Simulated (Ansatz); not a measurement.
# CsZn4As2P, from a guessed structure to a relaxed one, part 2 of 2

Starting from a made-up structure for CsZn4As2P, the aim is the relaxed cell, its shortest contacts and, where a second run follows, its electronic structure.

Ansatz 0.2.0; DFT, PBE, plane-wave PAW, files of the set soft_1, scalar-relativistic, no spin, cell and ions relaxed at zero pressure; PAW set soft_1 (the session's first sound run).

So far: Starting point; Relaxing cell and atoms. The relaxed cell has a = 4.192, c = 10.602 Å (conventional setting).

## 3. Bands of the relaxed cell

A second self-consistent run takes a narrower smearing and the mesh shown in its input; the bands follow along the standard path of the relaxed lattice.

This step: DFT, PBE, plane-wave PAW, files of the set soft_1, scalar-relativistic, no spin, bands and density of states at the relaxed cell; PAW set soft_1 (Ansatz 0.2.0).

File input.yaml:

```yaml
crystal:
  lattice:
    - [4.1921639582, 0.0, 0.0]
    - [0.0, 4.1921639582, 0.0]
    - [0.0, 0.0, 10.6019039348]
  atoms:
    - { symbol: Cs, position: [0.0, 0.0, 0.5] }
    - { symbol: As, position: [0.5, 0.5, 0.72344867] }
    - { symbol: As, position: [0.5, 0.5, 0.27655133] }
    - { symbol: Zn, position: [0.5, 0.0, 0.8540751327] }
    - { symbol: Zn, position: [0.0, 0.5, 0.8540751327] }
    - { symbol: Zn, position: [0.5, 0.0, 0.1459248673] }
    - { symbol: Zn, position: [0.0, 0.5, 0.1459248673] }
    - { symbol: P, position: [0.0, 0.0, 0.0] }
kpoints:
  mp_grid: { grid: [8, 8, 4] }
  band_path:
    path:
      - [[0.0, 0.0, 0.0], [0.0, 0.5, 0.0], [0.5, 0.5, 0.0], [0.0, 0.0, 0.0], [0.0, 0.0, 0.5], [0.0, 0.5, 0.5], [0.5, 0.5, 0.5], [0.0, 0.0, 0.5]]
      - [[0.0, 0.5, 0.0], [0.0, 0.5, 0.5]]
      - [[0.5, 0.5, 0.0], [0.5, 0.5, 0.5]]
    npoints: 8
scf:
  occupations: { method: fermi_dirac, width: 0.03 }
  n_extra_bands: 12
hamiltonian:
  xc: pbe
  pseudopotentials: { kind: paw, azcp: { folder: soft_1 } }
output:
  forces: true
  stress: true
  write_bands: true
  dos: { projected: true }
  write_density: true
  write_potential: true
  elf: true
  volumetric_format: npy
```

Run with:

```bash
$ ansatz run input.yaml --threads 4 --pin off --max-ram 10240MiB --backend cpu --events-out ev --progress --plain --runs-dir out
```

Numbers of over 12 decimals in the logs are rounded to 6 here.

What it wrote:

```text
[...]
Crystal: 8 atoms, lattice volume = 186.320 Å³
Basis set: ecut = 420 eV, 3615 PW (Γ), exchange–correlation on 60×60×144 points (8 copies of the dense FFT grid, shifted against one another)
Bands: 58, of which v1, the nominal top of the filled ones, is band 46 counted from 1 (45 counted from 0)
Symmetry: 16 space group operations
[...]
k-points: 45 of 256
[...]
SCF iter   1: F=—  HF=-29419.335910 eV  |F-HF|=—  |Δ(HF+E_count)|=         —  Δρ=3.28e-2  dr2=9.93e0  ethr=3.10e-3  ⟨swp⟩=8.6  Hψ=12647  notcnv=0  defer=5
[...]
SCF iter  11: F=-29417.507704 eV  HF=-29417.507704 eV  |F-HF|=6.96e-9  |Δ(HF+E_count)|=   1.17e-7  Δρ=2.69e-6  dr2=2.27e-8  ethr=1.09e-10  ⟨swp⟩=18.8  Hψ=22245  notcnv=0
SCF 1 converged in 11 iterations: F = -29417.507704 eV  dr2 = 2.27e-8
[...]
NSCF: frozen V_eff on 75 k-points
SCF converged after 11 iterations
Free energy (F): -29417.507704 eV
[...]
Internal energy: -29417.505515 eV  (E = F + TS)
E sigma→0 (E₀):  -29417.506609 eV
Entropy (-TS):   -0.002188 eV (-0.274 meV/atom)
Fermi energy:    7.737824 eV
[...]
--- Forces (eV/Å), atoms counted from 1 ---
  atom   1  Cs     0.00000000     0.00000000     0.00000000
  atom   2  As     0.00000000     0.00000000    -0.00543652
  atom   3  As     0.00000000     0.00000000     0.00543652
  atom   4  Zn     0.00000000     0.00000000    -0.02135622
  atom   5  Zn     0.00000000     0.00000000    -0.02135622
  atom   6  Zn     0.00000000     0.00000000     0.02135622
  atom   7  Zn     0.00000000     0.00000000     0.02135622
  atom   8  P     -0.00000000     0.00000000     0.00000000
  max |Σ_I F_I| component: 3.39e-30 eV/Å
--- Stress (GPa, compression-positive) ---
       -0.103650       0.000000       0.000000
        0.000000      -0.103650       0.000000
        0.000000       0.000000       0.188348
  P = ⅓ Tr σ = -0.0063 GPa (-0.063 kbar)
--- Band table (eV; the first three rows and the last of 45) ---
  k-point 0: bands = [... 42 lower, 6.3703, 7.4313, 7.6418, 7.7485, 7.7485, 8.6647, 9.1707, 9.2726, ... 8 higher]
  k-point 1: bands = [... 42 lower, 6.4100, 7.1855, 7.4368, 7.7050, 7.7050, 9.0204, 9.1551, 9.4811, ... 8 higher]
  k-point 2: bands = [... 42 lower, 6.4516, 6.8080, 7.4426, 7.6596, 7.6596, 9.0678, 9.2409, 10.0704, ... 8 higher]
  k-point 44: bands = [... 42 lower, 4.9962, 4.9962, 5.4197, 5.4213, 9.2678, 9.5670, 9.5670, 10.8548, ... 8 higher]
```

It took 19 s on 4 threads of AMD EPYC 7R32 (Zen 2), shared host; peak memory 1 GiB; 71 s of CPU time.

In the SCF lines HF is the Harris–Foulkes energy and dr2 the Hartree energy of the density residual, in eV; the loop may stop once dr2 is under the threshold and the program's other checks hold. Hψ counts applications of the Hamiltonian.

Numbers from this step:

```yaml
free_energy: -29417.5077 eV
energy_at_zero_smearing: -29417.5066 eV
smearing_term_ts: 0.002188 eV
fermi_energy: 7.738 eV
pressure: -0.006317 GPa
```

bands.tsv at the labelled points (eV, zero at the Fermi level; the bands that come nearest the Fermi level along the path):

| point | band 43 | band 44 | band 45 | band 46 | band 47 | band 48 | band 49 | band 50 |
| --- | --- | --- | --- | --- | --- | --- | --- | --- |
| Γ | -1.37 | -0.31 | -0.10 | 0.01 | 0.01 | 0.93 | 1.43 | 1.53 |
| X | -1.33 | -0.93 | -0.74 | -0.51 | 0.70 | 1.45 | 2.61 | 2.69 |
| M | -2.75 | -2.53 | -2.53 | -1.75 | 1.14 | 1.34 | 1.34 | 1.95 |
| Γ | -1.37 | -0.31 | -0.10 | 0.01 | 0.01 | 0.93 | 1.43 | 1.53 |
| Z | -1.29 | -0.93 | -0.30 | -0.08 | -0.08 | 1.33 | 1.50 | 2.33 |
| R | -1.56 | -0.89 | -0.67 | -0.59 | 0.96 | 1.69 | 2.40 | 2.78 |
| A | -2.74 | -2.74 | -2.32 | -2.32 | 1.53 | 1.83 | 1.83 | 3.12 |
| Z | -1.29 | -0.93 | -0.30 | -0.08 | -0.08 | 1.33 | 1.50 | 2.33 |
| X | -1.33 | -0.93 | -0.74 | -0.51 | 0.70 | 1.45 | 2.61 | 2.69 |
| R | -1.56 | -0.89 | -0.67 | -0.59 | 0.96 | 1.69 | 2.40 | 2.78 |
| M | -2.75 | -2.53 | -2.53 | -1.75 | 1.14 | 1.34 | 1.34 | 1.95 |
| A | -2.74 | -2.74 | -2.32 | -2.32 | 1.53 | 1.83 | 1.83 | 3.12 |

Counts of states for the cell as run, both spins, by energy window (eV from the Fermi level):

| from | to | total |
| --- | --- | --- |
| -8 | -7 | 26.69 |
| -7 | -6 | 13.31 |
| -6 | -5 | 2.15 |
| -5 | -4 | 2.43 |
| -4 | -3 | 2.29 |
| -3 | -2 | 4.25 |
| -2 | -1 | 4.39 |
| -1 | 0 | 2.49 |
| 0 | 1 | 0.38 |
| 1 | 2 | 3.11 |
| 2 | 3 | 4.21 |
| 3 | 4 | 4.07 |
| 4 | 5 | 5.94 |

A further 34.0 states lie below the table's range.

Valence density in the ac plane at fractional y = 0.000, with atoms of Cs and Zn and P within 0.2 Å of it. It is the smooth field of the valence electrons, not physical close to the nuclei.

Ten steps, logarithmic in the rise over the least value, from '0' (0 e/Å³) to '9' (33 e/Å³), each cell a mean:
```
22221111112222
22221223221222
11112478632111
11112489742111
11111255421111
11111122111111
01111111111111
11111111111111
11111111111111
22211111111122
33321111111233
02331111112331
12321111112332
33221111111233
22111111111112
11111111111111
11111111111111
11111111111111
11111223211111
11112378631111
11112489742111
22212355421122
22221122111222
12221111112221
```
Columns run along a (4.2 Å), rows up along c (10.6 Å). Atoms in or near the plane, at fractional coordinates: Cs at (0.00, 0.50), Zn at (0.50, 0.85), Zn at (0.50, 0.15), P at (0.00, 0.00).

ELF in the ac plane at fractional y = 0.000, with atoms of Cs and Zn and P within 0.2 Å of it. It is the smooth field of the valence electrons, not physical close to the nuclei.

Ten even steps from '0' (0.00) to '9' (0.89), each cell a mean:
```
13886321247972
88863111124788
76531100012367
22211000001122
00111100111110
00012222221100
00001122211000
00000011100000
65310000000145
99862000014799
89997200048998
14998400169983
46998400159985
99985100027999
98641000002478
32100000000012
00000111110000
00011222221000
00112211121100
11111100011111
44321000001234
88742100012578
57984211126886
01897422248951
```
Columns run along a (4.2 Å), rows up along c (10.6 Å). Atoms in or near the plane, at fractional coordinates: Cs at (0.00, 0.50), Zn at (0.50, 0.85), Zn at (0.50, 0.15), P at (0.00, 0.00).

Electrostatic potential energy in the ac plane at fractional y = 0.000, with atoms of Cs and Zn and P within 0.2 Å of it. With pseudopotentials it is smooth inside the atoms' cores, unlike the true potential.

Values in eV, 24 rows by 14 columns, each cell a mean:
```
-40 -38 -18   0   7   8   7   6   7   8   6  -3 -28 -39
-17 -11   0   5   5  -3 -14 -18 -10   0   6   4  -4 -13
  6   7   8   7  -6 -29 -45 -46 -41 -23   2   7   8   7
 10  10   9   7 -11 -37 -49 -49 -47 -31  -1   7  10  10
 11  11  10   8   0 -17 -35 -38 -29 -12   5   9  10  11
 11  11  10  10   8   5   0  -2   2   6   9  10  11  11
 11  11  11  11  10  10   9   9  10  10  10  11  11  11
  9  10  10  10  11  11  11  11  11  11  11  10  10  10
  5   6   7   9  10  10  11  11  11  10   9   8   7   6
 -9  -7  -1   4   8   9  10  10  10   9   7   3  -4  -8
-17 -17 -14  -6   4   8   9   9   9   7   1  -8 -16 -17
-16 -17 -17 -12   1   6   8   9   8   6  -4 -15 -18 -16
-16 -17 -17 -10   3   7   9   9   8   6  -2 -13 -18 -17
-16 -15  -9  -1   6   8   9  10   9   8   4  -3 -12 -15
 -1   0   4   7   9  10  10  10  10   9   8   6   2   0
  8   8   9  10  10  11  11  11  11  11  10   9   9   8
 10  10  10  11  11  11  11  11  11  11  11  11  10  10
 11  11  11  10  10   9   8   7   8   9  10  10  11  11
 11  11  10   9   6  -2 -14 -17 -10   0   8   9  11  11
 11  10   9   7  -6 -28 -45 -47 -41 -23   2   8  10  11
  9   9   9   7 -11 -37 -49 -49 -47 -31  -1   7   9   9
  0   2   6   6   0 -17 -35 -38 -30 -12   4   6   5   1
-32 -25  -7   3   6   4  -1  -3   1   5   6   2 -15 -28
-41 -41 -24  -2   7   9   8   8   8   8   5  -6 -34 -41
```
Columns run along a (4.2 Å; values clipped at the 3rd and 97th percentile), rows up along c (10.6 Å). Atoms in or near the plane, at fractional coordinates: Cs at (0.00, 0.50), Zn at (0.50, 0.85), Zn at (0.50, 0.15), P at (0.00, 0.00).

## 4. What came out

| Quantity | Value |
| --- | --- |
| space group, relaxed | P4/mmm |
| conventional cell | a = 4.192, b = 4.192, c = 10.602 Å; α = 90.0°, β = 90.0°, γ = 90.0° |
| volume per atom | 23.29 Å³ (guess 23.48) |

What this shows: CsZn4As2P relaxes to P4/mmm with a = 4.192, b = 4.192 and c = 10.602 Å. The guessed volume was near the relaxed one. The space group P4/mmm was held in the relaxation, so the end point is a stationary structure within it and may be a saddle against distortions or other arrangements. Bands cross the Fermi level, so it is a metal or semimetal at this level. Semilocal functionals can close a small real gap, so this isn't settled for compounds with anions. On the 8×8×4 mesh with the narrower smearing (relaxed on 6×6×3) the largest force component is 0.021 eV/Å and the largest stress component is 0.188 GPa, against the relaxation's thresholds of 0.015 eV/Å and 0.05 GPa. The cutoff wasn't tested. Spin-orbit coupling is left out, which can matter for elements this heavy. No dispersion term is used, so weakly bound directions may come out too long. Nothing here tests whether the compound is stable against decomposition.

[Logs are printed without paths, hosts, clocks, repeated set-up lines and the standing remarks that a program may print on its own settings, such as how far it seeks lower states.]

[Hosts, paths, dates, database ids (printed as entryN), source tags and the programs' standing remarks are cut or masked in the printed files.]
